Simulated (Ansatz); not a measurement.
PtSe2/PtSe2 (1T bilayer), computed twice by G0W0.

The cell holds 6 atoms: 2 Pt and 4 Se. Its edges and angles: a = 3.710 Å, b = 3.710 Å, c = 40.900 Å, α = 90.0°, β = 90.0°, γ = 120.0°. Regions: layer 1 (PtSe2), 3 atoms (1 Pt and 2 Se); layer 2 (PtSe2), 3 atoms (1 Pt and 2 Se). Vacuum lies along c.

```xyz
6
Lattice="3.7100 0.0000 0.0000 -1.8550 3.2129 0.0000 0.0000 0.0000 40.9000" Properties=species:S:1:pos:R:3
Pt    0.0000    0.0000   17.3574
Se    0.0000    2.1419   18.6761
Se    1.8550    1.0710   16.0347
Pt    1.8550    1.0710   23.5426
Se    0.0000    0.0000   24.8653
Se    0.0000    2.1419   22.2239
```

The structure was relaxed with PBE-D3(BJ). The runs that relaxed it are not among those shown. Spin-orbit coupling is left out unless a run names it. PAW set soft_2, made with PBE.

The first (Ansatz 0.2.0; start PBE, 6×6×1 mesh, 719 empty bands, screening to 75 eV; 8 threads of Arm Neoverse V2, shared host) gave, on its mesh: starting gap 1.20 eV, G0W0 gap 1.83 eV, mean of 1 + 4πα/V (set by the cell height) 4.36, 6.1 min.

Question: The second changes empty bands from 719 to 290 and screening cutoff (eV) from 75.0 to 41. What does it give?

It gave: starting gap 1.20 eV, G0W0 gap 1.77 eV, mean of 1 + 4πα/V (set by the cell height) 4.46, 70 s. The G0W0 gap moves by −0.06 eV, +0.00 eV from the start and −0.06 eV from the correction. Σc changes by +0.31 eV at the valence top and +0.25 eV at the conduction bottom, and Σx − Vxc between them by −0.0001 eV.

Limits: not at the basis limit; coarse mesh for a sheet; no spin polarisation; d states lean on the start; no spin-orbit coupling.

[Paths, hosts, dates, memory and timing lines, banners, echoed tables and standing remarks are left out of the program output.]

[Logs are printed without paths, hosts, clocks, repeated set-up lines and the standing remarks that a program may print on its own settings, such as how far it seeks lower states.]

[Runs of the session that timed out or met a known fault of the program may be left out.]

[Cells called generated may have been cut or substituted from an entry of the Crystallography Open Database or the Materials Project.]

[Hosts, paths, dates, database ids (printed as entryN), source tags and the programs' standing remarks are cut or masked in the printed files.]
